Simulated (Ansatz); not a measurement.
## BiB (model cell, started as wurtzite): from the cell to its phonons

The cell of BiB (model cell, started as wurtzite) is at rest. What are its phonons? After the zone centre comes a 2×2×1 q mesh on a 10×10×6 k mesh.

Method: DFT r2SCAN, scalar-relativistic, plane waves, PAW, in Ansatz 0.2.0.

The structure was built from a prototype and need not be the compound's stable phase.

## (1) The structure

Symmetry: P6_3mc, No. 186, hexagonal system. Conventional cell: a = 3.865 Å, b = 3.865 Å, c = 6.376 Å, α = 90.00°, β = 90.00°, γ = 120.00°. Nearest to B lie 4 Bi at 2.37 to 2.39 Å. Nearest to Bi lie 4 B at 2.37 to 2.39 Å. Farther neighbours are not listed.

## (2) Linear response at the zone centre

The cell comes from relaxations at this level that are not shown. The zone centre comes first: it holds the modes that light can see, as far as symmetry allows. No field response is asked.

The input, input.yaml:

```yaml
crystal:
  lattice:
    - [3.8649928305, 0.0, 0.0]
    - [-1.9324964153, 3.3471819767, 0.0]
    - [0.0, 0.0, 6.3758713567]
  atoms:
    - { symbol: B, position: [0.3333333333, 0.6666666667, 0.0002233895] }
    - { symbol: B, position: [0.6666666667, 0.3333333333, 0.5002233895] }
    - { symbol: Bi, position: [0.3333333333, 0.6666666667, 0.3747766105] }
    - { symbol: Bi, position: [0.6666666667, 0.3333333333, 0.8747766105] }
kpoints:
  mp_grid: { grid: [9, 9, 6] }
hamiltonian:
  xc: r2scan
scf:
  occupations: { method: gaussian, width: 0.01 }
output:
  eigenvalues: true
phonons:
  method: dfpt
```

On the command line:

```sh
$ ansatz run input.yaml --threads 4 --pin off --max-ram 7168MiB --backend cpu --events-out ev --progress --plain --runs-dir out
```

Numbers of over 12 decimals in the logs are rounded to 6 here.

The program printed:

```text
Engine: ansatz 0.2.0, aarch64-unknown-linux-gnu
Pseudopotentials: kind: paw
Pseudopotential: B, paw, valence charge 3, recommended cutoff 500 eV (meta_gga), B.paw.azcp
Pseudopotential: Bi, paw, valence charge 15, recommended cutoff 500 eV (meta_gga), Bi.paw.azcp
Functional definition: r2SCAN
  parameter k0 = 0.174
  parameter k1 = 0.065
  parameter a1 = 4.9479
  exchange = r2scan_x(k0 = k0, k1 = k1, a1 = a1)
  correlation = r2scan_c
Crystal: 4 atoms, lattice volume = 82.484 Å³
Basis set: ecut = 500 eV, 2069 PW (Γ), exchange–correlation on 150×150×240 points (125 copies of the dense FFT grid, shifted against one another)
Bands: 22, of which v1, the nominal top of the filled ones, is band 18 counted from 1 (17 counted from 0)
Symmetry: 12 space group operations
k-points: 140 of 486 (irreducible under 2 space group operations, time reversal used)
Non-local potential: B, projectors of the file, l = 0: 2, l = 1: 2, l = 2: 1
Non-local potential: Bi, projectors of the file, l = 0: 2, l = 1: 2, l = 2: 2, l = 3: 2
PAW form: soft (Blöchl's): semilocal exchange-correlation on the pseudo side does not see the compensation charge
PAW frozen core: B, regenerated for the run's functional (the file was generated under x = pbe(κ = 0.804, μ = 0.219515), c = pbe(β = 0.066725))
PAW frozen core: Bi, regenerated for the run's functional (the file was generated under x = pbe(κ = 0.804, μ = 0.219515), c = pbe(β = 0.066725))
PAW one-centre angular grid: B, 302 points (default); XC on 160 Gauss nodes
PAW one-centre angular grid: Bi, 590 points (default); XC on 160 Gauss nodes
Initial density: superposition of atomic densities (neutral atoms: chi_scale 0, normalization atom), corrected by the library's trained network
Initial wavefunctions: pseudopotential atomic-orbital guess
Functional: x = r2scan, c = r2scan; τ floored in thin density (d = 2e-4 eV/Å³)
SCF iter   1: F=—  HF=-25132.096400 eV  |F-HF|=—  |Δ(HF+E_count)|=         —  Δρ=6.08e-3  dr2=3.84e-2  dr2_τ=1.16e-1  ethr=1.77e-3  ⟨swp⟩=6.4  Hψ=14917  notcnv=0
preconditioner: auto → Resta (q_TF=auto, 2.376 Å⁻¹)  ε∞=2.7  [insulator: Δε(μ)=0.143 eV  Ē_g=18.988 eV  σ=0.010 eV  W_gap=1.00  n_scr=22 (ndim 8)  ℏωp=24.5 eV  f_vac=0.007  D(μ)=0.00/eV (n_scr^D=0)  ε∞_Penn≈2.7]
SCF iter   2: F=—  HF=-25132.128137 eV  |F-HF|=—  |Δ(HF+E_count)|=   3.17e-2  Δρ=2.43e-3  dr2=3.29e-3  dr2_τ=2.17e-4  ethr=1.07e-4  ⟨swp⟩=2.7  Hψ=6001  notcnv=0
SCF iter   3: F=—  HF=-25132.128613 eV  |F-HF|=—  |Δ(HF+E_count)|=   4.76e-4  Δρ=8.47e-4  dr2=3.25e-4  dr2_τ=1.20e-5  ethr=9.14e-6  ⟨swp⟩=2.4  Hψ=4447  notcnv=0
SCF iter   4: F=—  HF=-25132.128730 eV  |F-HF|=—  |Δ(HF+E_count)|=   1.18e-4  Δρ=7.93e-5  dr2=4.78e-6  dr2_τ=1.44e-7  ethr=9.03e-7  ⟨swp⟩=2.0  Hψ=4581  notcnv=0
SCF iter   5: F=—  HF=-25132.128733 eV  |F-HF|=—  |Δ(HF+E_count)|=   2.93e-6  Δρ=1.90e-5  dr2=2.37e-7  dr2_τ=9.09e-9  ethr=1.33e-8  ⟨swp⟩=2.7  Hψ=5887  notcnv=0
SCF iter   6: F=—  HF=-25132.128731 eV  |F-HF|=—  |Δ(HF+E_count)|=   2.65e-6  Δρ=2.68e-6  dr2=4.16e-9  dr2_τ=5.38e-10  ethr=6.58e-10  ⟨swp⟩=2.1  Hψ=4526  notcnv=0
SCF iter   7: F=—  HF=-25132.128731 eV  |F-HF|=—  |Δ(HF+E_count)|=   3.22e-9  Δρ=7.09e-7  dr2=3.56e-10  dr2_τ=2.23e-11  ethr=1.16e-11  ⟨swp⟩=2.2  Hψ=5596  notcnv=0
SCF iter   8: F=—  HF=-25132.128731 eV  |F-HF|=—  |Δ(HF+E_count)|=  1.46e-10  Δρ=2.10e-7  dr2=3.05e-11  dr2_τ=1.30e-12  ethr=1.00e-12  ⟨swp⟩=2.0  Hψ=5576  notcnv=0
SCF iter   9: F=-25132.128731 eV  HF=-25132.128731 eV  |F-HF|=1.09e-11  |Δ(HF+E_count)|=  2.18e-11  Δρ=4.80e-8  dr2=1.43e-12  dr2_τ=2.62e-14  ethr=1.00e-12  ⟨swp⟩=6.0  Hψ=14849  notcnv=0
SCF 1 converged in 9 iterations: F = -25132.128731 eV  dr2 = 1.43e-12
  greatest PAW one-centre occupation: 0.985 electrons in one spin orbital (limit 2), on the Bi atom at site 3 (counted from 0), in its partial waves of l = 2
DFPT response loops at Γ: preconditioner auto → Resta (q_TF=auto, 2.376 Å⁻¹)  ε∞=17.4 (no band partly filled); β = 1.00, the filter's whole step (`scf.mixing.beta` (0.50) is not read by the response loops at its default; to damp them type it under 1.00, their step now; it binds the ground state too); Broyden in place of MSR1
SCF converged after 9 iterations
Free energy (F): -25132.128731 eV
Harris-Foulkes:  -25132.128731 eV  (|F-HF|=1.09e-11)
Internal energy: -25132.128731 eV  (E = F + TS)
E sigma→0 (E₀):  -25132.128731 eV
Fermi energy:    10.766196 eV
--- Per-component energies (eV) ---
  E_band       = -200.486573
  E_kinetic    = 693.159695
  E_local      = -3102.252803  (includes V_loc(G=0)·N_el)
  E_nonlocal   = 1146.987826
  E_hartree    = 1013.413969
  E_xc         = -338.224114
  E_vxc        = -386.102578  (∫ρ·V_xc dr)
  E_paw        = -21542.427978  (= ΣΔE_a)
  E_vpaw       = -603.697028  (= ΣTr[D̂ρ^β])
  E_aug_tail   = -0.000574  (compensation charges beyond the density's cutoff)
  E_vtau       = 24.590943  (kinetic-family band-sum trace: ∫τ·v_τ [+ j·A + Jᵃ·Aᵃ] dr)
  E_ewald      = -3004.498962
  E_core_change = 1.714210  (= ΣΔE_core)
  E_smearing   = -0.000000  (= −TS)
  E_closure    = 0.000000  (closes the sum)
  Σ components = -25132.128731   (vs F -25132.128731, Δ=0.00e0)
--- Band table (eV; the first three rows and the last of 140) ---
  k-point 0: bands = [... 14 lower, 8.8329, 10.4254, 10.6669, 10.6669, 10.8651, 11.1164, 13.3187, 13.3187]
  k-point 1: bands = [... 14 lower, 8.9205, 9.0546, 10.4733, 10.4733, 10.9447, 12.0103, 13.5106, 13.5106]
  k-point 2: bands = [... 14 lower, 9.1746, 9.1746, 10.0382, 10.0382, 11.1822, 12.0126, 13.9628, 13.9628]
  k-point 139: bands = [... 14 lower, 6.6232, 6.6232, 7.7365, 7.7365, 12.6180, 12.6180, 14.6978, 14.6978]
--- Phonons (Γ-DFPT): 4 representative perturbations + reference, on 140 of 486 k-points (Σ response iterations 33) ---
  k mesh reduced under 2 symmetry operations, with k and −k counted as one. Each operation leaves every solved perturbation unchanged. A smaller set is not considered because the functional reads the kinetic-energy density
  ASR residual: 2.062e-4 → 0.000e0 eV/Å²; symmetrization residual: 3.023e-6 eV/Å²
  ASR residual per site (eV/Å²): 2.06e-4 2.06e-4 2.69e-5 2.69e-5
  Γ frequencies (cm⁻¹): 0.00 0.00 0.00 59.79 59.79 156.11 511.93 511.93 532.34 537.76 537.76 551.80
  non-analytic LO–TO correction: not included (Born effective charges unavailable; polar crystals: no LO–TO splitting at Γ)
```

Run time: 4.4 min. Hardware: 4 threads of Arm Neoverse N1, shared host; peak memory 2.4 GiB; 17 min of CPU time.

In the SCF lines HF is the Harris–Foulkes energy and dr2 the Hartree energy of the density residual, in eV; the loop may stop once dr2 is under the threshold and the program's other checks hold. Hψ counts applications of the Hamiltonian.

Numbers from this step:

```yaml
gap_on_the_k_mesh: 0.1981 eV
volume_per_atom: 20.62 Å³
sum_rule_residual_before_enforcement: 2.06e-4 eV/Å²
point_group: 6mm
highest_optical_mode_at_the_zone_centre_no_lo_to_term: 551.8 cm⁻¹
lowest_optical_zone_centre_mode: 59.79 cm⁻¹
```

Without the LO-TO term. Patterns of degenerate modes are one choice out of their space. Modes at Γ, with each element's share of the kinetic energy:

```csv
mode,frequency (cm⁻¹),symmetry,B %,Bi %
1,0.0,acoustic,5,95
2,0.0,acoustic,5,95
3,0.0,acoustic,5,95
4,59.8,E2,4,96
5,59.8,E2,4,96
6,156.1,B1,0,100
7,511.9,E2,96,4
8,511.9,E2,96,4
9,532.3,A1,95,5
10,537.8,E1,95,5
11,537.8,E1,95,5
12,551.8,B1,100,0
```

Displacements in mode 5 (59.8 cm⁻¹), the largest set to 1:
```
B1  -0.01  0.94  0.00
B2   0.01 -0.94  0.00
Bi3  0.01 -1.00  0.00
Bi4 -0.01  1.00  0.00
```

Displacements in mode 11 (537.8 cm⁻¹), the largest set to 1:
```
B1   0.00  1.00  0.00
B2   0.00  1.00  0.00
Bi3  0.00 -0.05  0.00
Bi4  0.00 -0.05  0.00
```

Before it was imposed, the acoustic sum rule was missed by 2.1e-4 eV/Å². Small misses are needed for a sound result but don't prove that mesh and cutoff are converged. The lowest optical mode is real, 59.8 cm⁻¹.

## (3) Phonons on a q mesh

The mesh has a single point along some directions, so zone-edge points there are not solved. Linear response on a 2×2×1 q mesh gives force constants as far as a supercell of that size would.

input.yaml, the sections that differ from step 2:

```yaml
kpoints:
  mp_grid: { grid: [10, 10, 6] }
phonons:
  method: dfpt
  qmesh: [2, 2, 1]
  temperatures: { t_max: 1000, t_step: 50 }
  qpath:
    path:
      - [[0.0, 0.0, 0.0], [0.5, 0.0, 0.0], [0.33333333, 0.33333333, 0.0], [0.0, 0.0, 0.0], [0.0, 0.0, 0.5], [0.5, 0.0, 0.5], [0.33333333, 0.33333333, 0.5], [0.0, 0.0, 0.5]]
      - [[0.5, 0.0, 0.5], [0.5, 0.0, 0.0]]
      - [[0.33333333, 0.33333333, 0.5], [0.33333333, 0.33333333, 0.0]]
    npoints: 10
# crystal, hamiltonian, scf, output: as in step 2
```

The program printed:

```text
[...]
Crystal: 4 atoms, lattice volume = 82.484 Å³
Basis set: ecut = 500 eV, 2069 PW (Γ), exchange–correlation on 150×150×240 points (125 copies of the dense FFT grid, shifted against one another)
Bands: 22, of which v1, the nominal top of the filled ones, is band 18 counted from 1 (17 counted from 0)
Symmetry: 12 space group operations
k-points: 172 of 600 (irreducible under 2 space group operations, time reversal used)
[...]
SCF iter   1: F=—  HF=-25132.098007 eV  |F-HF|=—  |Δ(HF+E_count)|=         —  Δρ=6.08e-3  dr2=3.85e-2  dr2_τ=1.16e-1  ethr=1.77e-3  ⟨swp⟩=6.3  Hψ=18311  notcnv=0
[...]
SCF iter   9: F=-25132.130206 eV  HF=-25132.130206 eV  |F-HF|=1.46e-11  |Δ(HF+E_count)|=  7.28e-12  Δρ=4.86e-8  dr2=1.45e-12  dr2_τ=2.72e-14  ethr=1.00e-12  ⟨swp⟩=6.1  Hψ=18311  notcnv=0
SCF 1 converged in 9 iterations: F = -25132.130206 eV  dr2 = 1.45e-12
[...]
NSCF: frozen V_eff on 56 k-points
[...]
SCF converged after 9 iterations
Free energy (F): -25132.130206 eV
[...]
Internal energy: -25132.130206 eV  (E = F + TS)
E sigma→0 (E₀):  -25132.130206 eV
Fermi energy:    10.766012 eV
[...]
--- Band table (eV; the first three rows and the last of 172) ---
  k-point 0: bands = [... 14 lower, 8.8328, 10.4251, 10.6667, 10.6667, 10.8649, 11.1160, 13.3186, 13.3186]
  k-point 1: bands = [... 14 lower, 8.9204, 9.0543, 10.4731, 10.4731, 10.9446, 12.0100, 13.5105, 13.5105]
  k-point 2: bands = [... 14 lower, 9.1744, 9.1744, 10.0380, 10.0380, 11.1820, 12.0124, 13.9627, 13.9627]
  k-point 171: bands = [... 14 lower, 5.5003, 6.0819, 7.3693, 7.9230, 12.8616, 13.3438, 13.6553, 15.1123]
[...]
ASR residual: 2.064e-4 → 0.000e0 eV/Å²; symmetrization residual: 3.065e-6 eV/Å²
  ASR residual per site (eV/Å²): 2.06e-4 2.06e-4 2.75e-5 2.75e-5
[...]
--- Phonons (arbitrary-q DFPT): 2 irreducible q on the 2×2×1 mesh ---
  q = [0.0000, 0.0000, 0.0000] (star 1, of the zone-centre solve; hermiticity 4.17e-7, symmetrization 3.78e-8): -0.00 0.00 0.00 60.01 60.01 156.11 511.93 511.93 532.28 537.59 537.59 551.88
  q = [0.0000, -0.5000, 0.0000] (star 3, 6 solved perturbations on 172 of 600 k-point pairs; hermiticity 8.38e-7, symmetrization 1.28e-10): 63.04 85.26 90.51 114.54 140.08 141.99 489.05 490.53 513.30 519.42 533.36 561.41
  sum rule: each row above includes the acoustic sum rule's correction from the zone centre's row sums; it moved no ω² by more than (2.28 cm⁻¹)²
  mesh force constants: q→R imaginary residual 1.38e-17; ASR residual 2.064e-4 → 0.000e0 eV/Å²; symmetrization residual 1.066e-14 eV/Å²
  interpolated dispersion: 93 rows × 12 modes
  density of states and harmonic sums: on the 18×18×10 q-mesh, interpolated from the force constants of a 2×2×1 supercell (no non-analytic term)
  largest difference from the sums on the solved wave vectors: F 1.60e-1 eV, S 2.25e-4 and C_V 6.45e-5 eV/K
  zero-point energy: 0.230161 eV/cell   skipped modes (ω ≤ 0): 3   left out of the sums: 7.72e-5 of the cell's modes: C_V's classical limit lies that fraction below 3 k_B per atom; for a crystal, a wire or a layer, F and S can be off by more, and a phonons.interpolated_qmesh denser along its periods is the remedy for the sampling
```

Run time: 13 min. Hardware: 4 threads; peak memory 2.7 GiB; 52 min of CPU time.

Numbers from this step:

```yaml
gap_on_the_k_mesh: 0.1982 eV
highest_optical_mode_at_the_zone_centre_no_lo_to_term: 551.9 cm⁻¹
lowest_optical_zone_centre_mode: 60.01 cm⁻¹
lowest_mode_on_the_q_mesh_acoustic_modes_at_gamma_apart: 60.01 cm⁻¹
highest_frequency_at_a_solved_wavevector_no_lo_to_term_at_gamma: 561.4 cm⁻¹
```

Frequencies (cm⁻¹) solved at each irreducible wavevector; negative means imaginary. Frequencies by wavevector, by row:

```
q in reciprocal lattice units  star  mode 1  mode 2  mode 3  mode 4  mode 10  mode 11  mode 12
                        0 0 0     1       0       0       0      60    537.6    537.6    551.9
                     0 -0.5 0     3      63    85.3    90.5   114.5    519.4    533.4    561.4
```

Symmetry leaves 2 wavevectors to solve. The lowest mode among them, the acoustic zeros apart, lies at Γ and is real, 60.0 cm⁻¹.

## (4) Another isotope

An isotope changes the mass and not the force constants, so no new electronic calculation is needed; the shifts show which modes move this element.

The same force constants with the mass of B changed from 10.810 to 10.013 u (phonopy, no LO-TO term). Both lists are sorted by frequency; levels can cross, so a row need not hold one and the same mode. Modes under 3 cm⁻¹ are left out. Isotope shifts, by row:

| q | rank | natural mass (cm⁻¹) | changed mass (cm⁻¹) |
| --- | --- | --- | --- |
| 0 0 0 | 4 | 60.01 | 60.11 |
| 0 0 0 | 5 | 60.01 | 60.11 |
| 0 0 0 | 6 | 156.1 | 156.1 |
| 0 0 0 | 7 | 511.9 | 531.1 |
| 0 0 0 | 8 | 511.9 | 531.1 |
| 0 0 0 | 9 | 532.3 | 552 |
| 0 0 0 | 10 | 537.6 | 557.6 |
| 0 0 0 | 11 | 537.6 | 557.6 |
| 0 0 0 | 12 | 551.9 | 573.4 |
| 0 -0.5 0 | 1 | 63.04 | 63.13 |
| 0 -0.5 0 | 2 | 85.26 | 85.37 |
| 0 -0.5 0 | 3 | 90.51 | 90.6 |
| 0 -0.5 0 | 4 | 114.5 | 114.6 |
| 0 -0.5 0 | 5 | 140.1 | 140.1 |
| 0 -0.5 0 | 6 | 142 | 142 |
| 0 -0.5 0 | 7 | 489.1 | 507.5 |
| 0 -0.5 0 | 8 | 490.5 | 509.3 |
| 0 -0.5 0 | 9 | 513.3 | 533 |
| 0 -0.5 0 | 10 | 519.4 | 538.9 |
| 0 -0.5 0 | 11 | 533.4 | 554.1 |
| 0 -0.5 0 | 12 | 561.4 | 583 |

A mode of this element alone would shift by +3.90 %. The highest zone-centre frequency without the field goes from 551.9 to 573.4 cm⁻¹ (+3.9 %). The product of the frequency ratios over all optical modes at Γ is 1.252; the product rule, (m/m′)^(3k/2) (M′/M)^(3/2) with k = 2 such atoms and M the mass of the cell, gives 1.251.

## (5) Results

```json
{
  "space group (within 0.01 Å)": "P6_3mc",
  "volume per atom": "20.6 Å³",
  "gap on the k-mesh": "0.198 eV",
  "highest optical mode at the zone centre (no LO-TO term)": "552 cm⁻¹",
  "lowest optical zone-centre mode": "59.8 cm⁻¹",
  "lowest mode on the q mesh (acoustic modes at Γ apart)": "60.0 cm⁻¹",
  "imaginary modes on the 2×2×1 q mesh": "none"
}
```

The structure is a minimum as far as tested: no mode is imaginary at the 2 irreducible wavevectors of the 2×2×1 mesh, and the softest away from the acoustic zeros lies at 60 cm⁻¹. Without the field, the optical modes at Γ span 60 to 552 cm⁻¹. The highest mode in this list at Γ, 551.8 cm⁻¹, is mostly motion of B (100 % of the kinetic energy). The q mesh is too sparse to interpolate, so only the solved wavevectors are given. Where the field response was not run the interpolation lacks the dipole term, so the LO-TO splitting is missing from branches, density of states and sums. Spin-orbit coupling is left out, which can matter for the heavy elements here. The starting cell was built on a prototype and not taken from a measurement, so the phase need not exist. These are harmonic frequencies at zero temperature: anharmonic shifts, linewidths and thermal expansion are left out.

[Logs are printed without paths, hosts, clocks, repeated set-up lines and the standing remarks that a program may print on its own settings, such as how far it seeks lower states.]

[Hosts, paths, dates, database ids (printed as entryN), source tags and the programs' standing remarks are cut or masked in the printed files.]
